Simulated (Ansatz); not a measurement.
# The Ta2NS2 MXene bilayer (AA) between two gates, part 3 of 3

Aim: screening and gap of the neutral Ta2NS2 MXene bilayer (AA) between oppositely charged gates.

Ansatz 0.2.0; plane-wave DFT, PBE-D3(BJ), Ansatz PAW (the session's first sound run).

So far. Step 5 (Gated layer, displacement field 1.09 V/nm): There is no gap.

### Step 6. Gated layer, displacement field 2.17 V/nm

Input file input.yaml:

```yaml
crystal:
  lattice:
    - [3.2813843707, 0.0, 0.0]
    - [-1.6406921854, 2.8417622246, 0.0]
    - [0.0, 0.0, 59.0937227347]
  atoms:
    - { symbol: S, position: [0.3333333333, 0.6666666667, 0.3832894418] }
    - { symbol: Ta, position: [0.6666666667, 0.3333333333, 0.4102195289] }
    - { symbol: "N", position: [0.0, 0.0, 0.4294650246] }
    - { symbol: Ta, position: [0.3333333333, 0.6666666667, 0.4487512385] }
    - { symbol: S, position: [0.6666666667, 0.3333333333, 0.4755943751] }
    - { symbol: S, position: [0.3333333333, 0.6666666667, 0.5244056249] }
    - { symbol: Ta, position: [0.6666666667, 0.3333333333, 0.5512487615] }
    - { symbol: "N", position: [0.0, 0.0, 0.5705349754] }
    - { symbol: Ta, position: [0.3333333333, 0.6666666667, 0.5897804711] }
    - { symbol: S, position: [0.6666666667, 0.3333333333, 0.6167105582] }
  periodic: [true, true, false]
  symmetry: { detect: true }
kpoints:
  mp_grid: { grid: [30, 30, 1] }
  band_path:
    path: [[0, 0, 0], [0.5, 0, 0], [0.33333333, 0.33333333, 0], [0, 0, 0]]
    npoints: 16
hamiltonian:
  xc: pbe
  dispersion: d3bj
scf:
  occupations: { method: fermi_dirac, width: 0.05 }
  convergence: { dr2_threshold: 1.0e-10 }
output:
  forces: true
  eigenvalues: true
  dos: { projected: true, e_range: [-3, 3], de: 0.01 }
  write_potential: true
  write_density: true
  volumetric_format: npy
  elf: true
external_charges:
  - { charge: 0, barrier: 10, axis: 3, height: 39.944, sigma: 0.25 }
  - { charge: -0.01119, axis: 3, height: 41.444, sigma: 0.5 }
  - { charge: 0, barrier: 10, axis: 3, height: 19.15, sigma: 0.25 }
  - { charge: 0.01119, axis: 3, height: 17.65, sigma: 0.5 }
```

Started as:

```
ansatz run input.yaml --threads 4 --pin off --max-ram 12288MiB --backend cpu --events-out ev --progress --plain --runs-dir out
```

Numbers of over 12 decimals in the logs are rounded to 6 here.

What it wrote:

```text
[...]
Crystal: 10 atoms, lattice volume = 551.044 Å³
Basis set: ecut = 420 eV, 10985 PW (Γ), exchange–correlation on 48×48×800 points (8 copies of the dense FFT grid, shifted against one another)
Bands: 53, of which v1, the nominal top of the filled ones, is band 43 counted from 1 (42 counted from 0)
Symmetry: 6 space group operations
k-points: 91 of 900 (time reversal used)
[...]
--- Band table (eV; the first three rows and the last of 91) ---
  k-point 0: bands = [... 39 lower, -6.4244, -6.2129, -6.2129, -6.1553, -6.1553, -5.4554, -5.3414, -4.4131, ... 6 higher]
  k-point 1: bands = [... 39 lower, -6.5916, -6.1316, -6.0838, -6.0370, -5.9878, -5.4138, -5.2981, -4.3531, ... 6 higher]
  k-point 2: bands = [... 39 lower, -6.8324, -6.1533, -6.1037, -5.8006, -5.7511, -5.2938, -5.1750, -4.2000, ... 6 higher]
  k-point 90: bands = [... 39 lower, -8.7326, -5.2232, -5.2228, -5.2085, -5.1950, -4.6626, -4.4457, -2.5070, ... 6 higher]
[key lines of the parts left out:]
SCF converged after 12 iterations
Free energy (F): -44119.336889 eV
Fermi energy:    -5.036048 eV
```

It took 2.9 min on 4 threads of Arm Neoverse V1, shared host; peak memory 2.2 GiB; 12 min of CPU time.

The density of states has structure finer than the step of the table below, so its rows give means over 0.1 eV, whole bins alone (the curve runs from -3 to 1.99 eV). Peaks (eV: height): -2.92: 15.3, -2.68: 10.6, 0.89: 6.44, 1.03: 6.93, 1.36: 10.5, 1.57: 10.2, 1.68: 8.38.

The density of states by energy, zero at the Fermi level; means over each step:

energy (eV), density of states (states/eV a cell) and a bar from the least value:
```
     -2.9       10.9 ##############################
     -2.8        7.6 ###################
     -2.7        7.7 ####################
     -2.6        5.9 ##############
     -2.5        3.6 #######
     -2.4        4.0 ########
     -2.3        4.7 ##########
     -2.2        4.2 #########
     -2.1        3.5 ######
     -2.0        3.3 ######
     -1.9        2.8 ####
     -1.8        2.8 ####
     -1.7        2.8 ####
     -1.6        2.8 ####
     -1.5        2.9 ####
     -1.4        3.1 #####
     -1.3        3.1 #####
     -1.2        3.3 ######
     -1.1        3.2 ######
     -1.0        1.8 #
     -0.9        1.4 
     -0.8        1.7 #
     -0.7        2.6 ####
     -0.6        2.7 ####
     -0.5        2.5 ###
     -0.4        2.5 ####
     -0.3        2.6 ####
     -0.2        2.8 ####
     -0.1        2.9 #####
      0.0        3.0 #####
      0.1        2.7 ####
      0.2        2.6 ####
      0.3        2.5 ###
      0.4        2.5 ###
      0.5        2.6 ####
      0.6        2.7 ####
      0.7        3.1 #####
      0.8        3.5 #######
      0.9        5.1 ############
      1.0        5.8 ##############
      1.1        5.5 #############
      1.2        7.2 ##################
      1.3        8.3 ######################
      1.4        9.4 #########################
      1.5        9.1 ########################
      1.6        8.0 #####################
      1.7        7.2 ##################
      1.8        5.0 ###########
      1.9        4.7 ##########
```

There is no gap.

### Step 7. Gated layer, displacement field 4.34 V/nm

input.yaml: that of step 6 with these lines changed.

```diff
@@ -39,4 +39,4 @@
   - { charge: 0, barrier: 10, axis: 3, height: 39.944, sigma: 0.25 }
-  - { charge: -0.01119, axis: 3, height: 41.444, sigma: 0.5 }
+  - { charge: -0.02238, axis: 3, height: 41.444, sigma: 0.5 }
   - { charge: 0, barrier: 10, axis: 3, height: 19.15, sigma: 0.25 }
-  - { charge: 0.01119, axis: 3, height: 17.65, sigma: 0.5 }
+  - { charge: 0.02238, axis: 3, height: 17.65, sigma: 0.5 }
```

What it wrote:

```text
[...]
Crystal: 10 atoms, lattice volume = 551.044 Å³
Basis set: ecut = 420 eV, 10985 PW (Γ), exchange–correlation on 48×48×800 points (8 copies of the dense FFT grid, shifted against one another)
Bands: 53, of which v1, the nominal top of the filled ones, is band 43 counted from 1 (42 counted from 0)
Symmetry: 6 space group operations
k-points: 91 of 900 (time reversal used)
[...]
--- Band table (eV; the first three rows and the last of 91) ---
  k-point 0: bands = [... 39 lower, -6.4272, -6.2253, -6.2253, -6.1549, -6.1549, -5.4630, -5.3463, -4.4218, ... 6 higher]
  k-point 1: bands = [... 39 lower, -6.5935, -6.1423, -6.0850, -6.0482, -5.9887, -5.4216, -5.3029, -4.3618, ... 6 higher]
  k-point 2: bands = [... 39 lower, -6.8338, -6.1628, -6.1063, -5.8111, -5.7527, -5.3017, -5.1797, -4.2088, ... 6 higher]
  k-point 90: bands = [... 39 lower, -8.7369, -5.2371, -5.2330, -5.2129, -5.1909, -4.6699, -4.4508, -2.5171, ... 6 higher]
[key lines of the parts left out:]
SCF converged after 12 iterations
Free energy (F): -44119.309115 eV
Fermi energy:    -5.042158 eV
```

Wall time 3 min (4 threads); peak memory 2.2 GiB; 12 min of CPU time.

There is no gap.

### Step 8. The series together

This step: plane-wave DFT, PBE-D3(BJ), Ansatz PAW; response to a displacement field between two gates (Ansatz 0.2.0).

The potential behind each gate is read from every run and counted from the uncharged case.

Numbers from this step:

```
electrostatic distance between the gates : 8.184 Å
geometric distance between the gates     : 23.79 Å
```

Electron's potential behind the upper gate less behind the lower, less the value without field. Table of step of the electron's potential energy between the gates by displacement field D/eps0:

```
displacement field D/eps0 (V/nm)  step of the electron's potential energy between the gates (eV)
                            0.00                                                               0
                            0.54                                                           0.444
                            1.09                                                           0.889
                            2.17                                                            1.78
                            4.34                                                            3.55
```

By hand: 4.34 V/nm over the 23.79 Å between the sheets would give 10.33 V in vacuum; the run has 3.55 V, as over 8.18 Å.

### Step 9. A changed input

This step: plane-wave DFT, PBE-D3(BJ), Ansatz PAW (Ansatz 0.2.0).

An input spoilt on purpose, to show how the run answers: it repeats the earlier run at 0.543 V/nm with crystal.lattice to [[6.20091769, 0.0, 0.0], [-3.10045884, 5.37015225, 0.0], [0.0, 0.0, 111.6709502]], and scf.max_iter set to 100.

The cell differs from the one that the last finished run ended in (a 3.281 → 6.201 Å, b 3.281 → 6.201 Å, c 59.094 → 111.671 Å).

input.yaml: that of step 7 with these lines changed.

```diff
@@ -2,5 +2,5 @@
   lattice:
-    - [3.2813843707, 0.0, 0.0]
-    - [-1.6406921854, 2.8417622246, 0.0]
-    - [0.0, 0.0, 59.0937227347]
+    - [6.20091769, 0.0, 0.0]
+    - [-3.10045884, 5.37015225, 0.0]
+    - [0.0, 0.0, 111.6709502]
   atoms:
@@ -29,2 +29,3 @@
   convergence: { dr2_threshold: 1.0e-10 }
+  max_iter: 100
 output:
@@ -32,3 +33,2 @@
   eigenvalues: true
-  dos: { projected: true, e_range: [-3, 3], de: 0.01 }
   write_potential: true
@@ -36,7 +36,6 @@
   volumetric_format: npy
-  elf: true
 external_charges:
   - { charge: 0, barrier: 10, axis: 3, height: 39.944, sigma: 0.25 }
-  - { charge: -0.02238, axis: 3, height: 41.444, sigma: 0.5 }
+  - { charge: -0.002797, axis: 3, height: 41.444, sigma: 0.5 }
   - { charge: 0, barrier: 10, axis: 3, height: 19.15, sigma: 0.25 }
-  - { charge: 0.02238, axis: 3, height: 17.65, sigma: 0.5 }
+  - { charge: 0.002797, axis: 3, height: 17.65, sigma: 0.5 }
```

What it wrote:

```text
Error: external_charges (a charge that the atoms' files do not serve) (external_charges[1], a sheet, lies 1.36 Å from atom 0 (S), within 1.32 Å plus six of its widths, and a PAW file's own terms there do not include the sheet; place the sheet farther away) — an external charge that reaches too far into the augmentation sphere of an atom on a fully relativistic file, on a PAW file that does not hold its frozen core, l [...]
```

The job ended after 0.06 s (4 threads; peak memory 0.078 GiB).

The program refused the input before any cycle.

The program's message: “Error: external_charges (a charge that the atoms' files do not serve) (external_charges[1], a sheet, lies 1.36 Å from atom 0 (S), within 1.32 Å plus six of its widths, and a PAW file's own terms there …”

The fault put into the input: a lattice typed in bohr.

### Step 10. The same run with other settings

This step: plane-wave DFT, PBE-D3(BJ), Ansatz PAW, but for the change named below (Ansatz 0.2.0).

Another changed input: it repeats the earlier run at 0.543 V/nm with magnetization to spin_polarized: true, scf.eigensolver.kind to davidson and basis.precision to f64.

input.yaml: that of step 9 with these lines changed.

```diff
@@ -2,5 +2,5 @@
   lattice:
-    - [6.20091769, 0.0, 0.0]
-    - [-3.10045884, 5.37015225, 0.0]
-    - [0.0, 0.0, 111.6709502]
+    - [3.2813843707, 0.0, 0.0]
+    - [-1.6406921854, 2.8417622246, 0.0]
+    - [0.0, 0.0, 59.0937227347]
   atoms:
@@ -29,3 +29,3 @@
   convergence: { dr2_threshold: 1.0e-10 }
-  max_iter: 100
+  eigensolver: { kind: davidson }
 output:
@@ -41 +41,5 @@
   - { charge: 0.002797, axis: 3, height: 17.65, sigma: 0.5 }
+magnetization:
+  spin_polarized: true
+basis:
+  precision: f64
```

What it wrote:

```text
band count auto-derived: 59 (N_el = 86.0; filled up to band 43; 53 by the electrons, moments and atoms)
[...]
Crystal: 10 atoms, lattice volume = 551.044 Å³
Basis set: ecut = 420 eV, 10985 PW (Γ), exchange–correlation on 48×48×800 points (8 copies of the dense FFT grid, shifted against one another)
Bands: 59, of which v1, the nominal top of the filled ones, is band 43 counted from 1 (42 counted from 0)
Symmetry: 6 space group operations
k-points: 91 of 900 (time reversal used)
[...]
SCF iter  15: F=-44119.345570 eV  HF=-44119.345570 eV  |F-HF|=3.42e-10  |Δ(HF+E_count)|=  3.20e-10  Δρ=2.52e-8 (↑2.52e-8 ↓2.52e-8)  dr2=1.80e-11  dr2_m=0.00e0  M=0.000 μB ∫|m|=0.000 μB  ethr=1.74e-12 (applied; sched 1.00e-12)  ⟨swp⟩=2.0  Hψ=9344  notcnv=0
SCF 1 converged in 15 iterations: F = -44119.345570 eV  dr2 = 1.80e-11
  Residual-converged pass: ⟨swp⟩=10.0  Hψ=30214  notcnv=0  max |occ|·‖R‖ = 9.8e-9 eV (tolerance 1.0e-8 eV)  dr2=2.07e-11  dr2_m=0.00e0  dr2_onsite=5.38e-13  max |Δocc| = 1.1e-8
[...]
the search or the solves at the SCF's close seem to have found levels that the self-consistency loop had missed (the run counts 2). By its estimate they hold under 1e-12 electrons; where the run keeps them, the occupations were computed again with them
[...]
SCF converged after 15 iterations
Magnetization: 0.0000 μB (43.0000 up, 43.0000 down)
Absolute magnetization: 0.0000 μB (∫|ρ↑−ρ↓|)
[...]
Per-site moments (μB) at R_I (Å): [(0.0, 1.020611), (0.0, 0.911484), (0.0, 0.911484), (0.0, 0.911995), (0.0, 1.019249), (0.0, 1.019249), (0.0, 0.911995), (0.0, 0.911484), (0.0, 0.911484), (0.0, 1.020611)]
Free energy (F): -44119.345570 eV
[...]
Internal energy: -44119.322147 eV  (E = F + TS)
E sigma→0 (E₀):  -44119.333858 eV
Entropy (-TS):   -0.023422 eV (-2.342 meV/atom)
Fermi energy:    -5.034129 eV
[...]
--- Forces (eV/Å), atoms and charges each counted from 1 ---
  atom   1  S      0.00000000     0.00000000    -0.01188011
  atom   2  Ta    -0.00000000     0.00000000     0.03597384
  atom   3  N      0.00000000     0.00000000    -0.00360290
  atom   4  Ta     0.00000000    -0.00000000    -0.02385101
  atom   5  S     -0.00000000     0.00000000     0.01062171
  atom   6  S      0.00000000     0.00000000    -0.01185056
  atom   7  Ta    -0.00000000     0.00000000     0.01903902
  atom   8  N      0.00000000    -0.00000000     0.00351449
  atom   9  Ta     0.00000000     0.00000000    -0.02316385
  atom  10  S     -0.00000000     0.00000000     0.00544239
  external charge   1     0.00000000     0.00000000     0.00352086
  external charge   2     0.00000000     0.00000000    -0.00007599
  external charge   3     0.00000000     0.00000000    -0.00376396
  external charge   4     0.00000000     0.00000000     0.00007581
  max |Σ_I F_I| component, the external charges' with the atoms': 2.50e-7 eV/Å
--- Band table (eV; the first three rows and the last of 182) ---
  k-point 0 ↑: bands = [... 39 lower, -6.4239, -6.2088, -6.2088, -6.1557, -6.1557, -5.4530, -5.3399, -4.4104, ... 12 higher]
  k-point 1 ↑: bands = [... 39 lower, -6.5913, -6.1280, -6.0836, -6.0332, -5.9878, -5.4114, -5.2966, -4.3504, ... 12 higher]
  k-point 2 ↑: bands = [... 39 lower, -6.8322, -6.1502, -6.1030, -5.7971, -5.7507, -5.2913, -5.1735, -4.1972, ... 12 higher]
  k-point 90 ↓: bands = [... 39 lower, -8.7316, -5.2191, -5.2186, -5.2040, -5.2001, -4.6603, -4.4441, -2.5034, ... 12 higher]
```

Elapsed: 5.3 min, on 4 threads; peak memory 2.8 GiB; 21 min of CPU time.

Numbers from this step:

```
energy at zero smearing                                                             : -44119.3339 eV
potential beyond the upper barrier and gate, less the barrier, from the Fermi level : 5.256 eV
```

Deep bands are left out, so band numbers here count from the lowest band kept and differ from the log's. The electronic bands at the labelled points (eV, zero at the Fermi level; # counts the bands kept):

```
  point  up #21  up #22  up #23  up #24  down #21  down #22  down #23  down #24
      Γ   -1.12   -1.12   -0.42   -0.31     -1.12     -1.12     -0.42     -0.31
halfway    0.22    0.25    0.50    0.66      0.22      0.25      0.50      0.66
      M    0.85    0.97    1.64    1.66      0.85      0.97      1.64      1.66
halfway    0.95    1.01    1.14    1.16      0.95      1.01      1.14      1.16
      K   -0.17   -0.17    0.37    0.59     -0.17     -0.17      0.37      0.59
halfway   -0.77   -0.75    1.36    1.38     -0.77     -0.75      1.36      1.38
      Γ   -1.12   -1.12   -0.42   -0.31     -1.12     -1.12     -0.42     -0.31
```

```
                                                                                quantity  this run  earlier run  difference
potential beyond the upper barrier and gate, less the barrier, from the Fermi level (eV)     5.256        5.256           0
```

Nothing in the table moves by 0.01 in its unit. The run took 15 SCF cycles against 12.

Of the bands kept, 8 cross the Fermi level on this path, both spins counted.

### Step 11. Results

| Quantity | Value |
| --- | --- |
| gap with uncharged gates | none |
| electrostatic distance between the gates | 8.18 Å |
| geometric distance between the gates | 23.8 Å |
| gap at 4.34 V/nm | none |

In words: The stack has no gap, with or without a field of 4.3 V/nm. The layers screen the field: the voltage is that of a vacuum gap 15.6 Å narrower than the real distance. The gates are charged sheets behind model barriers, not atoms. Gaps are the smaller of those on the path and on the mesh; band edges between these points would make them smaller still. The first relaxation ran with spin and lost its moment, and the later runs have none; other magnetic states were not tried. Spin-orbit coupling is left out, which matters for the bands of elements this heavy. The MXene's terminations sit over the metal atoms of its far layer; the site over carbon or nitrogen, which some compounds prefer, was not run.

[Logs are printed without paths, hosts, clocks, repeated set-up lines and the standing remarks that a program may print on its own settings, such as how far it seeks lower states.]

[Hosts, paths, dates, database ids (printed as entryN), source tags and the programs' standing remarks are cut or masked in the printed files.]

[Maps of the electrostatic potential energy from Ansatz leave out the sawtooth potential of an applied field or a dipole correction, so their vacuum need not be flat; planar profiles and work functions include it.]
